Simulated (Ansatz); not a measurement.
# What InH3 (model cell, started as ReO3 type) distorts into

Wanted: the energy along a soft mode of InH3 (model cell, started as ReO3 type) and the structure at the end.

Program: Ansatz 0.2.0. Level of theory: DFT PBEsol, scalar-relativistic, plane waves, PAW. Results are calculated unless marked as measured.

The structure was built from a prototype and need not be the compound's stable phase.

**1. The starting structure**

It takes space group Pm-3m (No. 221, cubic). The conventional cell has a = 3.823 Å, b = 3.823 Å, c = 3.823 Å, α = 90.00°, β = 90.00°, γ = 90.00°. Nearest to In lie 6 H at 1.91 Å. Nearest to H lie 2 In at 1.91 Å. Farther neighbours are not listed.

**2. Phonons on a q mesh**

The cell comes from relaxations at this level that are not shown. Stability and thermal properties need the whole zone. Linear response on a 2×2×2 q mesh gives force constants as far as a supercell of that size would.

Contents of input.yaml:

```yaml
crystal:
  lattice:
    - [3.8226931498, 0.0, 0.0]
    - [0.0, 3.8226931498, 0.0]
    - [0.0, 0.0, 3.8226931498]
  atoms:
    - { symbol: In, position: [0.0, 0.0, 0.0] }
    - { symbol: H, position: [0.5, 0.0, 0.0] }
    - { symbol: H, position: [0.0, 0.5, 0.0] }
    - { symbol: H, position: [0.0, 0.0, 0.5] }
kpoints:
  mp_grid: { grid: [10, 10, 10] }
hamiltonian:
  xc: pbesol
scf:
  occupations: { method: methfessel_paxton, width: 0.15 }
output:
  eigenvalues: true
phonons:
  method: dfpt
  qmesh: [2, 2, 2]
  temperatures: { t_max: 1000, t_step: 50 }
  qpath:
    path:
      - [[0.0, 0.0, 0.0], [0.0, 0.5, 0.0], [0.5, 0.5, 0.0], [0.0, 0.0, 0.0], [0.5, 0.5, 0.5], [0.0, 0.5, 0.0]]
      - [[0.5, 0.5, 0.5], [0.5, 0.5, 0.0]]
    npoints: 10
```

Launch:

```
ansatz run input.yaml --threads 4 --pin off --max-ram 7168MiB --backend cpu --events-out ev --progress --plain --runs-dir out
```

Numbers of over 12 decimals in the logs are rounded to 6 here.

The log of the run:

```text
Engine: ansatz 0.2.0, aarch64-unknown-linux-gnu
Pseudopotentials: kind: paw
Pseudopotential: In, paw, valence charge 13, recommended cutoff 420 eV (normal), In.paw.azcp
Pseudopotential: H, paw, valence charge 1, recommended cutoff 420 eV (normal), H.paw.azcp
Functional definition: PBEsol
  exchange = pbesol_x
  correlation = pbesol_c
Crystal: 4 atoms, lattice volume = 55.861 Å³
Basis set: ecut = 420 eV, 1045 PW (Γ), exchange–correlation on 54×54×54 points (8 copies of the dense FFT grid, shifted against one another)
Bands: 12, of which v1, the nominal top of the filled ones, is band 8 counted from 1 (7 counted from 0)
Symmetry: 48 space group operations
k-points: 56 of 1000
Non-local potential: In, projectors of the file, l = 0: 2, l = 1: 2, l = 2: 2, l = 3: 2
Non-local potential: H, projectors of the file, l = 0: 2, l = 1: 1
PAW form: soft (Blöchl's): semilocal exchange-correlation on the pseudo side does not see the compensation charge
PAW frozen core: In, regenerated for the run's functional, and the local potential with it (the file was generated under x = pbe(κ = 0.804, μ = 0.219515), c = pbe(β = 0.066725))
PAW one-centre angular grid: In, 590 points (default); XC on 64 Gauss nodes
PAW one-centre angular grid: H, 110 points (default); XC on 64 Gauss nodes
Initial density: superposition of atomic densities (neutral atoms: chi_scale 0, normalization atom), corrected by the library's trained network
Initial wavefunctions: pseudopotential atomic-orbital guess
Functional: x = pbesol(κ = 0.804, μ = 0.123457), c = pbesol(β = 0.046)
SCF iter   1: F=—  HF=-5571.032215 eV  |F-HF|=—  |Δ(HF+E_count)|=         —  Δρ=8.20e-3  dr2=2.28e-2  ethr=1.77e-3  ⟨swp⟩=5.3  Hψ=3971  notcnv=0
preconditioner: auto → LDOS  [metal: Δε(μ)=0.035 eV  Ē_g=15.846 eV  σ=0.150 eV  W_gap=0.19  n_scr=6 (ndim 8)  ℏωp=19.9 eV  f_vac=0.166  D(μ)=1.10/eV (n_scr^D=6)  β→1.0]
SCF iter   2: F=—  HF=-5571.026003 eV  |F-HF|=—  |Δ(HF+E_count)|=   6.21e-3  S|Δr|=    0.00e0  Δρ=2.97e-3  dr2=3.67e-3  ethr=1.42e-4  ⟨swp⟩=2.8  Hψ=1615  notcnv=0
SCF iter   3: F=—  HF=-5571.025095 eV  |F-HF|=—  |Δ(HF+E_count)|=   9.07e-4  S|Δr|=    0.00e0  Δρ=1.47e-3  dr2=6.73e-4  ethr=2.29e-5  ⟨swp⟩=2.1  Hψ=1091  notcnv=0
SCF iter   4: F=—  HF=-5571.024900 eV  |F-HF|=—  |Δ(HF+E_count)|=   1.96e-4  S|Δr|=    0.00e0  Δρ=2.23e-4  dr2=1.86e-5  ethr=4.20e-6  ⟨swp⟩=2.1  Hψ=1002  notcnv=0
SCF iter   5: F=—  HF=-5571.024898 eV  |F-HF|=—  |Δ(HF+E_count)|=   1.80e-6  S|Δr|=    0.00e0  Δρ=9.88e-6  dr2=2.87e-8  ethr=1.16e-7  ⟨swp⟩=2.0  Hψ=1124  notcnv=0
SCF iter   6: F=—  HF=-5571.024895 eV  |F-HF|=—  |Δ(HF+E_count)|=   2.40e-6  S|Δr|=    0.00e0  Δρ=1.42e-6  dr2=1.34e-9  ethr=1.79e-10  ⟨swp⟩=2.2  Hψ=901  notcnv=0
SCF iter   7: F=—  HF=-5571.024895 eV  |F-HF|=—  |Δ(HF+E_count)|=  2.54e-10  S|Δr|=    0.00e0  Δρ=2.23e-7  dr2=3.11e-11  ethr=8.37e-12  ⟨swp⟩=2.2  Hψ=1096  notcnv=0
SCF iter   8: F=-5571.024895 eV  HF=-5571.024895 eV  |F-HF|=9.09e-13  |Δ(HF+E_count)|=  7.28e-12  S|Δr|=    0.00e0  Δρ=3.25e-8  dr2=5.09e-13  ethr=1.00e-12  ⟨swp⟩=6.6  Hψ=3645  notcnv=0
SCF 1 converged in 8 iterations: F = -5571.024895 eV  dr2 = 5.09e-13
  greatest PAW one-centre occupation: 0.981 electrons in one spin orbital (limit 2), on the In atom at site 0 (counted from 0), in its partial waves of l = 2
Initial density: read from a saved state, or passed on in memory by an earlier SCF of this step, an earlier step, the calling program or the single point that the run made first
iter 1 solved again at ethr=7.30e-7 eV; its pass at ethr=3.10e-3 eV (dr2=1.17e-4 eV) is discarded
SCF iter   1: F=—  HF=-5571.024895 eV  |F-HF|=—  |Δ(HF+E_count)|=         —  Δρ=1.27e-6  dr2=4.38e-10  ethr=7.30e-7  ⟨swp⟩=2.1  Hψ=5467  notcnv=0
eigensolver tolerance schedule: the retry pair's looser diagonalisation over-reported the residual by 266758.13 of it (diagonalisation noise at an unbounded share of the residual, at the tolerance the schedule requests for it); recorded, not acted on — ethr = c·dr2/N_el stays at c = 1.0e-1
preconditioner: auto → LDOS  [metal: Δε(μ)=0.079 eV  Ē_g=15.885 eV  σ=0.150 eV  W_gap=0.42  n_scr=6 (ndim 8)  ℏωp=19.9 eV  f_vac=0.154  D(μ)=1.12/eV (n_scr^D=6)  β→1.0]
SCF iter   2: F=—  HF=-5571.024895 eV  |F-HF|=—  |Δ(HF+E_count)|=   6.68e-7  S|Δr|=    0.00e0  Δρ=1.99e-6  dr2=1.24e-9  ethr=2.74e-12  ⟨swp⟩=4.0  Hψ=1701  notcnv=0
SCF iter   3: F=—  HF=-5571.024895 eV  |F-HF|=—  |Δ(HF+E_count)|=  5.98e-10  S|Δr|=    0.00e0  Δρ=7.42e-7  dr2=1.47e-10  ethr=2.74e-12  ⟨swp⟩=2.0  Hψ=1034  notcnv=0
SCF iter   4: F=—  HF=-5571.024895 eV  |F-HF|=—  |Δ(HF+E_count)|=  3.73e-11  S|Δr|=    0.00e0  Δρ=4.75e-7  dr2=6.24e-11  ethr=1.00e-12  ⟨swp⟩=1.0  Hψ=675  notcnv=0
SCF iter   5: F=—  HF=-5571.024895 eV  |F-HF|=—  |Δ(HF+E_count)|=  1.55e-11  S|Δr|=    0.00e0  Δρ=3.04e-7  dr2=2.56e-11  ethr=1.00e-12  ⟨swp⟩=1.0  Hψ=672  notcnv=0
SCF iter   6: F=—  HF=-5571.024895 eV  |F-HF|=—  |Δ(HF+E_count)|=  3.64e-12  S|Δr|=    0.00e0  Δρ=2.29e-7  dr2=1.45e-11  ethr=1.00e-12  ⟨swp⟩=1.0  Hψ=672  notcnv=0
SCF iter   7: F=-5571.024895 eV  HF=-5571.024895 eV  |F-HF|=2.73e-12  |Δ(HF+E_count)|=  2.73e-12  S|Δr|=    0.00e0  Δρ=1.12e-7  dr2=3.53e-12  ethr=1.00e-12  ⟨swp⟩=2.0  Hψ=1341  notcnv=0
SCF 2 converged in 7 iterations: F = -5571.024895 eV  dr2 = 3.53e-12
phonons: the bands overlap, so this run is a metal and interpolates without the dipole-dipole term. If the crystal is really an insulator or semiconductor, its LO-TO splitting is missing
NSCF: frozen V_eff on 56 k-points
NSCF: frozen V_eff on 216 k-points
DFPT response loops at q = (0, 0, 0) (fractional): preconditioner auto → none (partly filled bands, converged f_vac=0.154); β = 0.50; Broyden in place of MSR1
NSCF: frozen V_eff on 432 k-points
DFPT response loops at q = (0, 0, -0.5) (fractional): mixed as the last ones told, above
NSCF: frozen V_eff on 432 k-points
DFPT response loops at q = (0, -0.5, -0.5) (fractional): mixed as the last ones told, above
NSCF: frozen V_eff on 432 k-points
DFPT response loops at q = (-0.5, -0.5, -0.5) (fractional): mixed as the last ones told, above
SCF converged after 8 iterations
Stability not checked: this state was not tested for a lower state beside it, because cold or Methfessel-Paxton smearing, or corrected tetrahedra, fill the levels in a way that the test cannot read (fill_not_monotonic; see scf.lower_state_search)
Free energy (F): -5571.024895 eV
Harris-Foulkes:  -5571.024895 eV  (|F-HF|=9.09e-13)
Internal energy: -5571.022350 eV  (E = F + TS)
E sigma→0 (E₀):  -5571.024259 eV
Entropy (-TS):   -0.002546 eV (-0.636 meV/atom)
Fermi energy:    2.770667 eV
--- Per-component energies (eV) ---
  E_band       = -119.803305
  E_kinetic    = 282.437769
  E_local      = -1587.279125  (includes V_loc(G=0)·N_el)
  E_nonlocal   = 373.014484
  E_hartree    = 625.525542
  E_xc         = -238.438737
  E_vxc        = -132.493083  (∫ρ·V_xc dr)
  E_paw        = -4086.690034  (= ΣΔE_a)
  E_vpaw       = -306.530901  (= ΣTr[D̂ρ^β])
  E_aug_tail   = -0.003500  (compensation charges beyond the density's cutoff)
  E_ewald      = -939.824652
  E_core_change = 0.235902  (= ΣΔE_core)
  E_smearing   = -0.002546  (= −TS)
  E_closure    = -0.000000  (closes the sum)
  Σ components = -5571.024895   (vs F -5571.024895, Δ=0.00e0)
--- Band table (eV; the first three rows and the last of 56) ---
  k-point 0: bands = [... 4 lower, -11.0805, -5.9820, 3.0276, 3.0276, 6.6592, 6.6592, 6.6592, 10.1416]
  k-point 1: bands = [... 4 lower, -11.0803, -5.8968, 2.3818, 3.0491, 6.7430, 6.7430, 7.0229, 10.6002]
  k-point 2: bands = [... 4 lower, -11.0798, -5.6426, 1.0839, 3.1084, 6.9791, 6.9791, 7.5953, 11.7533]
  k-point 55: bands = [... 4 lower, -11.1514, -0.9590, -0.9590, -0.9590, 0.5628, 8.3130, 8.3130, 8.3130]
--- Phonons (Γ-DFPT): 3 representative perturbations + reference (Σ response iterations 10) ---
  ASR residual: 1.350e-5 → 0.000e0 eV/Å²; symmetrization residual: 6.015e-7 eV/Å²
  ASR residual per site (eV/Å²): 1.35e-5 5.56e-6 5.56e-6 5.56e-6
  Γ frequencies (cm⁻¹): 0.00 0.00 0.00 336.83 336.83 336.83 433.58 433.58 433.58 1513.84 1513.84 1513.84
--- Phonons (arbitrary-q DFPT): 4 irreducible q on the 2×2×2 mesh ---
  q = [0.0000, 0.0000, 0.0000] (star 1, of the zone-centre solve; hermiticity 1.51e-7, symmetrization 3.01e-13): -0.00 -0.00 0.00 336.83 336.83 336.83 433.58 433.58 433.58 1513.84 1513.84 1513.84
  q = [0.0000, 0.0000, -0.5000] (star 3, 7 solved perturbations in 1332 linear systems a pass and spin channel, the states on 216 of 1000 k-point pairs; hermiticity 1.06e-7, symmetrization 6.28e-13): 40.97 40.97 160.97 389.94 389.94 460.31 521.74 521.74 612.02 1403.42 1502.41 1502.41
  q = [0.0000, -0.5000, -0.5000] (star 3, 7 solved perturbations in 1332 linear systems a pass and spin channel, the states on 216 of 1000 k-point pairs; hermiticity 1.13e-7, symmetrization 4.44e-13): -57.95 49.46 162.72 162.72 522.56 522.56 531.51 531.51 658.96 703.92 1489.99 1581.00
  q = [-0.5000, -0.5000, -0.5000] (star 1, 3 solved perturbations in 468 linear systems a pass and spin channel, the states on 216 of 1000 k-point pairs; hermiticity 9.29e-14, symmetrization 6.36e-12): 32.08 32.08 32.08 172.68 172.68 172.68 671.20 671.20 671.20 836.60 836.60 1663.93
  sum rule: each row above includes the acoustic sum rule's correction from the zone centre's row sums; it moved no ω² by more than (1.22 cm⁻¹)²
  mesh force constants: q→R imaginary residual 2.54e-47; ASR residual 1.350e-5 → 0.000e0 eV/Å²; symmetrization residual 9.770e-15 eV/Å²
  interpolated dispersion: 62 rows × 12 modes
  density of states and harmonic sums: on the 16×16×16 q-mesh, interpolated from the force constants of a 2×2×2 supercell (no non-analytic term)
  largest difference from the sums on the solved wave vectors: F 4.45e-2 eV, S 1.08e-4 and C_V 6.36e-5 eV/K
  zero-point energy: 0.445060 eV/cell   skipped modes (ω ≤ 0): 9, of them read as no rigid motion or as one in doubt: 6 (8.057e-3 modes/cell left out, lowest -57.95 cm⁻¹)   left out of the sums: 7.32e-4 of the cell's modes: C_V's classical limit lies that fraction below 3 k_B per atom; for a crystal, a wire or a layer, F and S can be off by more, and a phonons.interpolated_qmesh denser along its periods is the remedy for the sampling
```

Wall time 55 s (4 threads of Arm Neoverse V1, shared host); peak memory 0.66 GiB.

Reading the cycles: dr2 is the Hartree energy of the density residual (eV), the measure of convergence; HF is the Harris–Foulkes estimate of the energy, which meets the free energy F at convergence.

Numbers from this step:

```
volume per atom                                         : 13.97 Å³
gap on the k-mesh                                       : 0 eV
sum-rule residual before enforcement                    : 1.35e-5 eV/Å²
lowest frequency on the path                            : -57.95 cm⁻¹
point group                                             : m-3m
highest frequency on the path or at a solved wavevector : 1676 cm⁻¹
highest optical mode at the zone centre (no LO-TO term) : 1514 cm⁻¹
lowest optical zone-centre mode                         : 336.8 cm⁻¹
lowest mode on the q mesh (acoustic modes at Γ apart)   : -57.95 cm⁻¹
```

Frequencies (cm⁻¹) solved at each irreducible wavevector; negative means imaginary. Frequencies by wavevector, by row:

```
q in reciprocal lattice units  star  mode 1  mode 2  mode 3  mode 4  mode 10  mode 11  mode 12
                        0 0 0     1       0       0       0   336.8     1514     1514     1514
                     0 0 -0.5     3      41      41     161   389.9     1403     1502     1502
                  0 -0.5 -0.5     3     -58    49.5   162.7   162.7    703.9     1490     1581
               -0.5 -0.5 -0.5     1    32.1    32.1    32.1   172.7    836.6    836.6     1664
```

Interpolated from a 2×2×2 q mesh, rough between the solved points. Phonon branches along the path, in cm⁻¹:

```
    point  branch 1  branch 2  branch 3  branch 4  branch 9  branch 10  branch 11  branch 12
        Γ         0         0         0       337       434       1514       1514       1514
  halfway        33        33       112       375       487       1462       1508       1508
        X        41        41       161       390       612       1403       1502       1502
  halfway        46       106       159       284       672       1039       1496       1588
        M       -58        50       163       163       659        704       1490       1581
  halfway        42        90       121       330       606       1230       1503       1584
        Γ         0         0         0       337       434       1514       1514       1514
  halfway        97        97       126       328       608       1227       1227       1664
        R        32        32        32       173       671        837        837       1664
  halfway       107       118       159       263       669        988       1224       1669
        X        41        41       161       390       612       1403       1502       1502
jump to R        32        32        32       173       671        837        837       1664
  halfway       -34       121       163       163       688        753       1148       1667
        M       -58        50       163       163       659        704       1490       1581
```

Symmetry leaves 4 wavevectors to solve. The lowest mode among them, the acoustic zeros apart, lies at q = (0, -0.5, -0.5) and is imaginary, 58.0i cm⁻¹, so the energy falls along it.

**3. The mode frozen in, largest atomic shift 0 Å**

The mode followed lies at q = (0, -0.5, -0.5) with frequency 57.9i cm⁻¹, the softest among the wavevectors solved. At small amplitude the distorted cell has space group no. 127 by a symmetry search on the positions. The undistorted cell that holds it gives the zero of energy on the same k mesh.

System of this step: InH3 (model cell, started as ReO3 type). Symmetry: Pm-3m, No. 221, cubic system. The conventional cell has a = 3.823 Å, b = 3.823 Å, c = 3.823 Å, α = 90.00°, β = 90.00°, γ = 90.00°. Nearest to In lie 6 H at 1.91 Å. Nearest to H lie 2 In at 1.91 Å. Nearest to H lie 2 In at 1.91 Å. Farther neighbours are not listed.

Contents of input.yaml:

```yaml
crystal:
  lattice:
    - [-3.8226931498, 0.0, 0.0]
    - [0.0, -3.8226931498, -3.8226931498]
    - [0.0, -3.8226931498, 3.8226931498]
  atoms:
    - { symbol: In, position: [0.0, 0.5, 0.5] }
    - { symbol: In, position: [0.0, 0.0, 0.0] }
    - { symbol: H, position: [0.5, 0.5, 0.5] }
    - { symbol: H, position: [0.5, 0.0, 0.0] }
    - { symbol: H, position: [0.0, 0.25, 0.25] }
    - { symbol: H, position: [0.0, 0.75, 0.75] }
    - { symbol: H, position: [0.0, 0.25, 0.75] }
    - { symbol: H, position: [0.0, 0.75, 0.25] }
kpoints:
  mp_grid: { grid: [8, 6, 6] }
hamiltonian:
  xc: pbesol
scf:
  occupations: { method: methfessel_paxton, width: 0.15 }
output:
  forces: true
  stress: true
  eigenvalues: true
```

The log of the run:

```text
[...]
Crystal: 8 atoms, lattice volume = 111.722 Å³
Basis set: ecut = 420 eV, 2137 PW (Γ), exchange–correlation on 54×80×80 points (8 copies of the dense FFT grid, shifted against one another)
Bands: 24, of which v1, the nominal top of the filled ones, is band 16 counted from 1 (15 counted from 0)
Symmetry: 32 space group operations
[...]
k-points: 50 of 288
[...]
k-point 0: bands = [... 12 lower, -1.3570, -1.3570, 3.0186, 3.0378, 6.6552, 6.6601, 6.6601, 6.8543, ... 4 higher]
  k-point 1: bands = [... 12 lower, -1.1743, -0.7134, 2.4066, 2.7852, 6.5320, 6.7720, 7.0579, 7.4566, ... 4 higher]
  k-point 2: bands = [... 12 lower, -0.6417, 0.2902, 1.2681, 2.1488, 6.4585, 6.9501, 7.1090, 8.2118, ... 4 higher]
  k-point 49: bands = [... 12 lower, -1.3810, -1.3810, -1.3562, -1.3562, 6.8479, 6.8479, 7.6798, 7.6798, ... 4 higher]
[key lines of the parts left out:]
SCF converged after 6 iterations
Free energy (F): -11142.081058 eV
Fermi energy:    2.808725 eV
P = ⅓ Tr σ = -0.0708 GPa (-0.708 kbar)
```

It took 2.5 s on 4 threads; peak memory 0.44 GiB.

This step gave:

```yaml
pressure: -0.07083 GPa
energy_from_the_undistorted_cell: 0 meV/atom
```

The run ends at a pressure of -0.07 GPa.

**4. The mode frozen in, largest atomic shift 0.14 Å**

The atoms are moved along the unstable eigenvector, the largest shift by 0.14 Å, with the cell fixed.

input.yaml, the sections that differ from step 3:

```yaml
crystal:
  lattice:
    - [-3.8226931498, 0.0, 0.0]
    - [0.0, -3.8226931498, -3.8226931498]
    - [0.0, -3.8226931498, 3.8226931498]
  atoms:
    - { symbol: In, position: [0.0, 0.5, 0.5] }
    - { symbol: In, position: [0.0, 0.0, 0.0] }
    - { symbol: H, position: [0.5, 0.5, 0.5] }
    - { symbol: H, position: [0.5, 0.0, 0.0] }
    - { symbol: H, position: [0.0, 0.2316883027, 0.2683116973] }
    - { symbol: H, position: [0.0, 0.7683116973, 0.7316883027] }
    - { symbol: H, position: [0.0, 0.2683116973, 0.7683116973] }
    - { symbol: H, position: [0.0, 0.7316883027, 0.2316883027] }
# kpoints, hamiltonian, scf, output: as in step 3
```

The log of the run:

```text
[...]
Crystal: 8 atoms, lattice volume = 111.722 Å³
Basis set: ecut = 420 eV, 2137 PW (Γ), exchange–correlation on 54×80×80 points (8 copies of the dense FFT grid, shifted against one another)
Bands: 24, of which v1, the nominal top of the filled ones, is band 16 counted from 1 (15 counted from 0)
Symmetry: 16 space group operations
[...]
k-points: 50 of 288
[...]
k-point 0: bands = [... 12 lower, -1.3277, -1.3277, 2.9709, 3.0046, 6.6302, 6.6302, 6.6553, 6.9247, ... 4 higher]
  k-point 1: bands = [... 12 lower, -1.1470, -0.6974, 2.3710, 2.7700, 6.5110, 6.7721, 6.9796, 7.4778, ... 4 higher]
  k-point 2: bands = [... 12 lower, -0.6205, 0.2911, 1.2648, 2.1345, 6.4499, 6.9467, 7.1094, 8.2119, ... 4 higher]
  k-point 49: bands = [... 12 lower, -1.3834, -1.3834, -1.3480, -1.3480, 6.8394, 6.8394, 7.6243, 7.6243, ... 4 higher]
[key lines of the parts left out:]
SCF converged after 6 iterations
Free energy (F): -11142.081304 eV
Fermi energy:    2.797899 eV
P = ⅓ Tr σ = -0.2980 GPa (-2.980 kbar)
```

Run time: 2 s. Hardware: 4 threads; peak memory 0.45 GiB.

This step gave:

```yaml
pressure: -0.2980 GPa
energy_from_the_undistorted_cell: -0.047 meV/atom
```

The energy, extrapolated to zero smearing, is -0.05 meV/atom against the undistorted cell.

The run ends at a pressure of -0.30 GPa, with forces up to 0.0011 eV/Å.

**5. Energy along the mode, all amplitudes (two of the runs are shown above)**

An imaginary frequency means negative curvature, so the energy should fall and then rise again as anharmonic terms take over.

Numbers from this step:

* depth at the lowest point sampled: 0.047 meV/atom
* largest atomic shift at that point: 0.14 Å

The energy from the parent by largest atomic shift:

```
largest atomic shift (Å)  energy from the parent (meV/atom)
                   0.000                                  0
                   0.040                             -0.009
                   0.080                             -0.031
                   0.140                             -0.047
                   0.220                              0.145
                   0.320                               1.24
                   0.450                               5.32
```

Displacement at unit largest shift by atom:

```
atom  x (Å)  y (Å)  z (Å)  size
 In1   0.00   0.00   0.00  0.00
 In2   0.00   0.00   0.00  0.00
  H3   0.00   0.00   0.00  0.00
  H4   0.00   0.00   0.00  0.00
  H5   0.00   0.00   1.00  1.00
  H6   0.00   0.00  -1.00  1.00
  H7   0.00  -1.00   0.00  1.00
  H8   0.00   1.00   0.00  1.00
```

The lowest of the steps tried is at 0.14 Å, 0.047 meV/atom below the parent; the bottom of the well need not coincide with a step.

(Part 1 of 3 ends here.)

[Logs are printed without paths, hosts, clocks, repeated set-up lines and the standing remarks that a program may print on its own settings, such as how far it seeks lower states.]

[Hosts, paths, dates, database ids (printed as entryN), source tags and the programs' standing remarks are cut or masked in the printed files.]
